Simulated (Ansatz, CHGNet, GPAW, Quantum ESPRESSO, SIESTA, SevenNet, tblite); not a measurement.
# SIESTA runs on amorphous Si0.9Ge0.1 (71 atoms)

Wanted: SIESTA inputs and outputs for amorphous Si0.9Ge0.1 (71 atoms), checked against a plane-wave reference.

Calculated with SIESTA 5.4.2; the method is named at each step.

## (1) Set-up

The cell holds 71 atoms: 64 Si and 7 Ge. Its edges and angles: a = 11.462 Å, b = 11.462 Å, c = 11.462 Å, α = 90.0°, β = 90.0°, γ = 90.0°. 71 atoms (64 Si, 7 Ge) placed at random at 2.54 g/cm³, melted at 3500 K for 10 ps at fixed volume with the Tersoff potential (Tersoff, Phys. Rev. B 39, 5566 (1989)). Quenched from 3500 K to 300 K at 100 K/ps and fixed volume, held 5 ps. Then every atom was moved at random, 0.02 Å r.m.s. a Cartesian component.

The yardstick, on the same geometry:

```
method                 : Kohn-Sham DFT, PBE, SSSP efficiency 1.3.0 pseudopotentials, plane waves (Quantum ESPRESSO 7.5); sssp-pbe-1.3.0-efficiency, cutoffs 45/360 Ry, Γ point
r.m.s. force component : 0.501 eV/Å
longest force          : 2.101 eV/Å
pressure               : -1.47 GPa
time                   : 2.1 min on 4 MPI ranks of Arm Neoverse V2, shared host
CPU time               : 8.4 min
```

## (2) PBE, DZP, shift 0.01 Ry, mesh 300 Ry

Method: Kohn-Sham DFT, PBE, PseudoDojo 0.4.1 norm-conserving pseudopotentials (converted to PSML), numerical atomic orbitals (DZP), diagonalisation.

The .psml files are PseudoDojo norm-conserving potentials that we converted to this format, checked against plane waves on the same files for H, C, O, Si, Ge and Ca alone.

Contents of input.fdf:

```
SystemLabel cell
NumberOfAtoms 71
NumberOfSpecies 2
%block ChemicalSpeciesLabel
  1 14 Si
  2 32 Ge
%endblock ChemicalSpeciesLabel
LatticeConstant 1.0 Ang
%block LatticeVectors
  11.46160 0.00000 0.00000
  0.00000 11.46160 0.00000
  0.00000 0.00000 11.46160
%endblock LatticeVectors
PAO.BasisSize DZP
PAO.EnergyShift 0.01 Ry
XC.Functional GGA
XC.Authors PBE
MeshCutoff 300 Ry
%block kgrid_Monkhorst_Pack
  1 0 0 0.0
  0 1 0 0.0
  0 0 1 0.0
%endblock kgrid_Monkhorst_Pack
SolutionMethod diagon
OccupationFunction FD
ElectronicTemperature 580 K
SCF.Mixer.Method Pulay
SCF.Mixer.Weight 0.05
SCF.Mixer.History 8
SCF.Mix Hamiltonian
MaxSCFIterations 300
SCF.DM.Tolerance 1e-04
SCF.H.Tolerance 1.0e-3 eV
WriteForces T
Write.HirshfeldPop T
Write.VoronoiPop T
Write.DM F
Write.H F
XML.Write F
AtomicCoordinatesFormat Fractional
%block AtomicCoordinatesAndAtomicSpecies
  0.02305 0.66525 0.88182 1
  0.48761 0.76076 0.51056 1
  0.06803 0.33638 0.22324 1
  0.60002 0.56175 0.91724 1
  0.74563 0.54595 0.51947 1
  0.50062 0.79222 0.11767 1
  0.58659 0.97220 0.04087 1
  0.32446 0.62140 0.48545 1
  0.26646 0.47863 0.00010 1
  0.48879 0.50952 0.26422 1
  0.90162 0.92224 0.64703 1
  0.25067 0.24009 0.24284 1
  0.19705 0.09667 0.09004 1
  0.05023 0.13337 0.43499 1
  0.69266 0.24115 0.93236 1
  0.81383 0.83432 0.16959 1
  0.43224 0.21281 0.50445 1
  0.57610 0.44415 0.44158 1
  0.12951 0.94088 0.41804 1
  0.50911 0.25571 0.01953 1
  0.95172 0.12480 0.62211 1
  0.11754 0.93723 0.82011 1
  0.04706 0.20575 0.98221 1
  0.85527 0.16371 0.04194 1
  0.29162 0.60396 0.28342 1
  0.33656 0.35802 0.74297 1
  0.79658 0.95947 0.00509 1
  0.61173 0.60572 0.12888 1
  0.90666 0.62131 0.38361 1
  0.32064 0.93025 0.31818 1
  0.40044 0.11784 0.30754 1
  0.09340 0.51862 0.33197 1
  0.40418 0.42367 0.54819 1
  0.50890 0.84629 0.32903 1
  0.07708 0.40825 0.03035 1
  0.47041 0.09348 0.67502 1
  0.75827 0.43832 0.90252 1
  0.91481 0.53385 0.00625 1
  0.08888 0.15352 0.78477 1
  0.75828 0.94930 0.79776 1
  0.80374 0.43815 0.69616 1
  0.72092 0.13954 0.32487 1
  0.43955 0.42326 0.90043 1
  0.03534 0.61749 0.56207 1
  0.56091 0.12422 0.18985 1
  0.17288 0.45406 0.52170 1
  0.45843 0.74019 0.91049 1
  0.38081 0.06922 0.97532 1
  0.05604 0.78821 0.69294 1
  0.66853 0.71443 0.59111 1
  0.28916 0.77991 0.16963 1
  0.81605 0.61471 0.17721 1
  0.22586 0.25634 0.46162 1
  0.11396 0.90343 0.15452 1
  0.13054 0.36135 0.73119 1
  0.67101 0.11907 0.74739 1
[... 11 atom lines left out ...]
  0.30842 0.88199 0.86051 2
  0.91469 0.18545 0.25869 2
  0.38141 0.36883 0.15089 2
  0.71080 0.92446 0.34072 2
%endblock AtomicCoordinatesAndAtomicSpecies
```

The run is started by

```sh
OMP_NUM_THREADS=1 siesta < input.fdf > output.txt
```

The program printed:

```text
Version         : 5.4.2
reinit: System Name:
reinit: System Label: cell
initatom: Reading input for the pseudopotentials and atomic orbitals ----------
Species number:   1 Atomic number:   14 Label: Si
Species number:   2 Atomic number:   32 Label: Ge
Ground state valence configuration (from tables):   3s02  3p02  3d00  4f00
Ground state valence configuration (from tables):   4s02  4p02  4d00  4f00
---- Processing specs for species: Si
GGA--PBE XC_GGA_X_PBE--XC_GGA_C_PBE pb
---- Processing specs for species: Ge
GGA--PBE XC_GGA_X_PBE--XC_GGA_C_PBE pb
Semicore shell(s) with 10 electrons included in the valence for Ge
Semicore shell(s): 3d
Fallback to non-perturbative polarization scheme for Ge
Please see the manual if this is not desired in principle
Si pseudopotential only contains V_ls up to l=2 -- lmxkb reset.
Ge pseudopotential only contains V_ls up to l=2 -- lmxkb reset.
Using PAO.SplitTailNorm
%block ChemicalSpeciesLabel
    1   14 Si                      # Species index, atomic number, species label
    2   32 Ge                      # Species index, atomic number, species label
%endblock ChemicalSpeciesLabel
%block PAO.Basis                 # Define Basis set
Si                    2                    # Species label, number of l-shells
 n=3   0   2                         # n, l, Nzeta
   5.392      3.847
   1.000      1.000
 n=3   1   2 P   1                   # n, l, Nzeta, Polarization, NzetaPol
   6.844      4.952
   1.000      1.000
Ge                    4                    # Species label, number of l-shells
 n=4   0   2                         # n, l, Nzeta
   5.264      3.748
   1.000      1.000
 n=4   1   2                         # n, l, Nzeta
   6.996      5.083
   1.000      1.000
 n=3   2   1                         # n, l, Nzeta
   2.782
   1.000
 n=4   2   1                         # n, l, Nzeta
   6.996
   1.000
%endblock PAO.Basis
coor:   Atomic-coordinates input format  =     Fractional
siesta: System type = bulk
initatomlists: Number of atoms, orbitals, and projectors:     71   958  1278
siesta: ******************** Simulation parameters ****************************
Total number of electrons:   354.000000
Total ionic charge:   354.000000
 Kpoints in:            1 . Kpoints trimmed:            1
siesta: k-grid: Number of k-points = 1
siesta: k-points from Monkhorst-Pack grid
siesta: k-cutoff (effective) =     5.731 Ang
siesta: k-point supercell and displacements
siesta: k-grid:     1     0     0      0.000
siesta: k-grid:     0     1     0      0.000
siesta: k-grid:     0     0     1      0.000
                     ====================================
                        Single-point calculation
                     ====================================
outcell: Unit cell vectors (Ang):
       11.461600    0.000000    0.000000
        0.000000   11.461600    0.000000
        0.000000    0.000000   11.461600
outcell: Cell vector modules (Ang)   :   11.461600   11.461600   11.461600
outcell: Cell angles (23,13,12) (deg):     90.0000     90.0000     90.0000
outcell: Cell volume (Ang**3)        :   1505.6906
Gamma-point calculation with multiply-connected orbital pairs
Gamma-point calculation with multiply-connected orbital pairs
Folding of H and S implicitly performed
Folding of H and S implicitly performed
new_DM -- step:     1
Initializing Density Matrix...
Attempting to read DM from file... Failed...
DM filled with atomic data:
InitMesh: MESH = 120 x 120 x 120 = 1728000
InitMesh: Mesh cutoff (required, used) =   300.000   302.952 Ry
stepf: Fermi-Dirac step function
        iscf     Eharris(eV)        E_KS(eV)     FreeEng(eV)     dDmax    Ef(eV) dHmax(eV)
   scf:    1   -24291.825655   -24333.389380   -24333.591700  1.580661 -4.265000  6.154889
   scf:    2   -24336.276843   -24334.972302   -24335.181823  0.012946 -4.265912  4.531099
   scf:    3   -24337.168057   -24336.398953   -24336.621795  0.019401 -4.265408  2.388102
   scf:    4   -24337.092880   -24336.845178   -24337.075299  0.016968 -4.260110  1.290085
   scf:    5   -24337.026105   -24336.959622   -24337.194358  0.009385 -4.256013  0.656447
   scf:    6   -24336.995224   -24336.982934   -24337.217832  0.006005 -4.254324  0.481174
[...]
scf:   18   -24337.009771   -24337.009759   -24337.247894  0.000079 -4.251783  0.002876
   scf:   19   -24337.009760   -24337.009760   -24337.247895  0.000034 -4.251769  0.001808
   scf:   20   -24337.009763   -24337.009762   -24337.247896  0.000055 -4.251745  0.000497
SCF Convergence by DM+H criterion
max |DM_out - DM_in|         :     0.0000552331
max |H_out - H_in|      (eV) :     0.0004969981
SCF cycle converged after 20 iterations
Using DM_out to compute the final energy and forces
siesta: E_KS(eV) =           -24337.0098
siesta: E_KS - E_eggbox =    -24337.0098
siesta: Atomic forces (eV/Ang):
     1    0.126702    0.213510   -0.314440
     2   -0.054562   -0.442964    0.410411
     3   -0.255518    1.130571    0.423455
     4   -0.764573    0.357609    0.595495
     5    0.007641   -1.000756    0.029430
     6    0.146478   -0.115302    0.182890
[...]
69    0.235330    0.024879   -0.124899
    70    0.095203    0.443010   -0.139747
    71   -0.079184   -0.214034   -0.351232
----------------------------------------
   Tot   -0.000570   -0.002993    0.000953
----------------------------------------
   Max    2.157304
   Res    0.526165    sqrt( Sum f_i^2 / 3N )
----------------------------------------
   Max    2.157304    constrained
Stress tensor Voigt[x,y,z,yz,xz,xy] (kbar):       12.21       11.91        2.56        0.09        6.12       -0.34
(Free)E + p*V (eV/cell)   -24345.6063
Target enthalpy (eV/cell)   -24337.2479
siesta: Program's energy decomposition (eV):
siesta: Ebs     =     -4660.988091
siesta: Eions   =     29428.939994
siesta: Ena     =      4306.559970
siesta: Ekin    =     15395.816919
siesta: Enl     =     -7970.365514
siesta: DEna    =       165.766053
siesta: DUscf   =         8.415465
siesta: Ex      =     -6267.099207
siesta: Ec      =      -547.163453
siesta: Exc     =     -6814.262660
siesta: Eharris =    -24337.009763
siesta: Etot    =    -24337.009762
siesta: FreeEng =    -24337.247896
siesta: Final energy (eV):
siesta:  Band Struct. =   -4660.988091
siesta:       Kinetic =   15395.816919
siesta:       Hartree =    9037.834410
siesta:         Exch. =   -6267.099207
siesta:         Corr. =    -547.163453
siesta:   Exch.-corr. =   -6814.262660
siesta:  Ion-electron =  -32588.335678
siesta:       Ion-ion =   -9368.062753
siesta:         Total =  -24337.009762
siesta:         Fermi =      -4.251745
siesta: Stress tensor (static) (eV/Ang**3):
siesta:     0.007618   -0.000210    0.003820
siesta:    -0.000210    0.007437    0.000053
siesta:     0.003820    0.000053    0.001599
siesta: Cell volume =       1505.690616 Ang**3
siesta: Pressure (static):
siesta:                Solid            Molecule  Units
siesta:          -0.00006046         -0.00003684  Ry/Bohr**3
siesta:          -0.00555120         -0.00338294  eV/Ang**3
siesta:          -8.89400014         -5.42006395  kBar
    Orbital volume contribution        =          54.035561 eV
    (Free)E + p_basis*V_orbitals       =      -24283.212335 eV
    (Free)Eharris+ p_basis*V_orbitals  =      -24283.212337 eV
Hirshfeld Atomic Populations:
Atom #   charge [q] valence [e]  Species
     1    -0.015710    4.015710  Si
     2    -0.004558    4.004558  Si
     3    -0.012011    4.012011  Si
     4    -0.014246    4.014246  Si
     5    -0.018107    4.018107  Si
     6    -0.024727    4.024727  Si
[...]
65     0.036143   13.963857  Ge
    66     0.075195   13.924805  Ge
    67     0.029572   13.970428  Ge
    68     0.042873   13.957127  Ge
    69     0.044459   13.955541  Ge
    70     0.065589   13.934411  Ge
[...]
--------------------
 Total     0.000004
Voronoi Atomic Populations:
Atom #   charge [q] valence [e]  Species
[...]
62     0.003017    3.996983  Si
    63    -0.030309    4.030309  Si
    64    -0.001160    4.001160  Si
[...]
69     0.029089   13.970911  Ge
    70     0.070398   13.929602  Ge
    71     0.040425   13.959575  Ge
--------------------
 Total     0.000004
```

The job ended after 5 min (1 thread of Arm Neoverse V2, shared host; peak memory 1.3 GiB).

Banners, paths, timers and routine set-up lines are dropped from the logs unmarked, and long logs keep their key lines alone; longer cuts are marked.

Compared with the plane-wave run:

```yaml
r_m_s_force_component: 0.5262 eV/Å
r_m_s_difference_of_force_components: 54.57 meV/Å
longest_difference_of_force_vectors: 268.1 meV/Å
force_difference_over_r_m_s_force: 10.89 %
slope_of_forces_against_the_reference_s: 1.046
correlation_of_force_components: 0.9956
pressure: -0.8894 GPa
pressure_difference: 0.5803 GPa
```

Length of the force difference by element (eV/Å):

| element | atoms | mean | most |
| --- | --- | --- | --- |
| Ge | 7 | 0.15 | 0.27 |
| Si | 64 | 0.072 | 0.17 |

Local excerpt of 9 atoms (numbers count through the whole input) about Si41, picked at random; x, y, z are measured from there.

| atom | x | y | z | distance (Å) | bonds | Hirshfeld charge (e) | Fx | Fy | Fz (eV/Å) |
| --- | --- | --- | --- | --- | --- | --- | --- | --- | --- |
| Si41 | 0.00 | 0.00 | 0.00 | 0.00 | 4 | -0.01 | -0.24 | 0.01 | -0.20 |
| Si61 | 2.16 | 0.79 | 0.41 | 2.33 | 4 | -0.03 | 0.18 | 0.59 | 0.51 |
| Si59 | -0.23 | -2.22 | -0.72 | 2.34 | 4 | 0.00 | -0.07 | -0.17 | -0.65 |
| Si37 | -0.52 | 0.00 | 2.37 | 2.42 | 4 | 0.00 | 0.27 | -0.23 | -0.51 |
| Si5 | -0.67 | 1.24 | -2.03 | 2.46 | 4 | -0.02 | 0.01 | -1.00 | 0.03 |
| Si44 | 2.65 | 2.06 | -1.54 | 3.69 | 4 | 0.04 | 0.18 | 0.33 | 0.15 |
| Si50 | -1.55 | 3.17 | -1.20 | 3.73 | 4 | -0.04 | 0.11 | 0.41 | 0.52 |
| Si4 | -2.33 | 1.42 | 2.53 | 3.73 | 5 | -0.01 | -0.76 | 0.36 | 0.60 |
| Si15 | -1.27 | -2.26 | 2.71 | 3.75 | 4 | 0.01 | 0.51 | 0.13 | -0.28 |

Forces lie 11 % from the reference's, at 0.60 times its CPU time (on 1 against 4 cores).

## (3) PBE, DZP, shift 0.02 Ry, mesh 300 Ry

Method: Kohn-Sham DFT, PBE, PseudoDojo 0.4.1 norm-conserving pseudopotentials (converted to PSML), numerical atomic orbitals (DZP), diagonalisation.

Edit input.fdf of step 2 so:

```diff
@@ -14,3 +14,3 @@
 PAO.BasisSize DZP
-PAO.EnergyShift 0.01 Ry
+PAO.EnergyShift 0.02 Ry
 XC.Functional GGA
```

The program printed:

```text
Version         : 5.4.2
reinit: System Name:
reinit: System Label: cell
initatom: Reading input for the pseudopotentials and atomic orbitals ----------
Species number:   1 Atomic number:   14 Label: Si
Species number:   2 Atomic number:   32 Label: Ge
Ground state valence configuration (from tables):   3s02  3p02  3d00  4f00
Ground state valence configuration (from tables):   4s02  4p02  4d00  4f00
---- Processing specs for species: Si
GGA--PBE XC_GGA_X_PBE--XC_GGA_C_PBE pb
---- Processing specs for species: Ge
GGA--PBE XC_GGA_X_PBE--XC_GGA_C_PBE pb
[... lines left out ...]
stepf: Fermi-Dirac step function
        iscf     Eharris(eV)        E_KS(eV)     FreeEng(eV)     dDmax    Ef(eV) dHmax(eV)
[... lines left out ...]
SCF Convergence by DM+H criterion
[... lines left out ...]
SCF cycle converged after 21 iterations
[... lines left out ...]
   Max    2.131873
[... lines left out ...]
   Max    2.131873    constrained
Stress tensor Voigt[x,y,z,yz,xz,xy] (kbar):       21.44       21.98       12.41        0.10        5.93       -0.99
[... lines left out ...]
siesta: FreeEng =    -24326.786652
[... lines left out ...]
siesta:       Ion-ion =   -9603.953563
siesta:         Total =  -24326.548669
siesta:         Fermi =      -3.528534
siesta: Stress tensor (static) (eV/Ang**3):
siesta:     0.013383   -0.000619    0.003698
siesta:    -0.000619    0.013721    0.000061
siesta:     0.003698    0.000061    0.007745
siesta: Cell volume =       1505.690616 Ang**3
siesta: Pressure (static):
siesta:                Solid            Molecule  Units
siesta:          -0.00012651         -0.00010205  Ry/Bohr**3
siesta:          -0.01161604         -0.00936961  eV/Ang**3
siesta:         -18.61094640        -15.01177568  kBar
    Orbital volume contribution        =          41.063512 eV
    (Free)E + p_basis*V_orbitals       =      -24285.723140 eV
    (Free)Eharris+ p_basis*V_orbitals  =      -24285.723139 eV
Hirshfeld Atomic Populations:
Atom #   charge [q] valence [e]  Species
     1    -0.019338    4.019338  Si
     2    -0.005077    4.005077  Si
     3    -0.013015    4.013015  Si
[...]
65     0.037174   13.962826  Ge
    66     0.079278   13.920722  Ge
    67     0.033343   13.966657  Ge
[...]
--------------------
 Total     0.000029
Voronoi Atomic Populations:
Atom #   charge [q] valence [e]  Species
[...]
63    -0.033124    4.033124  Si
    64    -0.006876    4.006876  Si
[...]
70     0.075565   13.924435  Ge
    71     0.044237   13.955763  Ge
--------------------
 Total     0.000030
```

The job ended after 3.5 min (1 thread; peak memory 1.1 GiB).

Compared with the plane-wave run:

```
r.m.s. force component                  : 0.5271 eV/Å
r.m.s. difference of force components   : 78.71 meV/Å
longest difference of force vectors     : 413.6 meV/Å
force difference over r.m.s. force      : 15.71 %
slope of forces against the reference's : 1.041
correlation of force components         : 0.9896
pressure                                : -1.861 GPa
pressure difference                     : -0.3914 GPa
```

Against the first run (11 %), the force difference from the reference is 16 %, at 0.69 times the CPU time.

[end of part 1 of 2]

[Also dropped from logs without a mark: logging warnings of Python, and SIESTA's first energy breakdown and zero terms.]

[Logs are printed without paths, hosts, clocks, repeated set-up lines and the standing remarks that a program may print on its own settings, such as how far it seeks lower states.]

[Hosts, paths, dates, database ids (printed as entryN), source tags and the programs' standing remarks are cut or masked in the printed files.]
